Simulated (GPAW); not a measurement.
```
P2Ir (P2_1/c): one start, several treatments of the self-energy
1.0
     5.77234    0.00000    0.00000
     0.00000    5.80673    0.00000
    -2.12850    0.00000    5.47314
P Ir
8 4
Direct
  0.15801 0.88188 0.87029
  0.84199 0.38188 0.62971
  0.84199 0.11812 0.12971
  0.15801 0.61812 0.37029
  0.33432 0.37721 0.18855
  0.66568 0.87721 0.31145
  0.66568 0.62279 0.81145
  0.33432 0.12279 0.68855
  0.27187 0.49883 0.79158
  0.72813 0.99883 0.70842
  0.72813 0.50117 0.20842
  0.27187 0.00117 0.29158
# method: DFT, LDA, plane waves, PAW (and 3 further levels or steps)
# program: GPAW 26.7.0
# settings of one run: cutoff 450 eV, GPAW PAW setups 1.2.1 data release, 4×2×4 k-mesh, nbands 627
# cost: 5 runs, 32 min in all on 8 MPI ranks of Arm Neoverse V1, shared host (the runs of this entry)
# notes: The cell and positions are those that the Materials Project relaxed with its own functionals (PBE, PBE+U or r2SCAN), kept fixed. Limits: no spin polarisation; no spin-orbit coupling. Bands and cutoff are finite, so the gap is not at the basis limit. The miss can reach some tenths of an eV and take either sign; the mesh is an error of its own. The 4×2×4 mesh is coarse for this cell, which bears on the long-range parts of exchange and screening. The runs have no spin polarisation. For a closed low-spin shell that is the natural state; where a d or f shell is open it is a constraint, and the gap is then not the crystal’s own.
# G0W0, Godby-Needs plasmon pole: 1.290 eV
# one-shot HSE06: 1.078 eV
# one-shot PBE0: 1.655 eV
# G0W0, full frequency, Hilbert transform: 1.255 eV
# known limits: not at the basis limit; no spin polarisation; d states lean on the start; no spin-orbit coupling; coarse k mesh
```

[Paths, hosts, dates, memory and timing lines, banners, echoed tables and standing remarks are left out of the program output.]

[Logs are printed without paths, hosts, clocks, repeated set-up lines and the standing remarks that a program may print on its own settings, such as how far it seeks lower states.]

[Runs of the session that timed out or met a known fault of the program may be left out.]

[Hosts, paths, dates, database ids (printed as entryN), source tags and the programs' standing remarks are cut or masked in the printed files.]
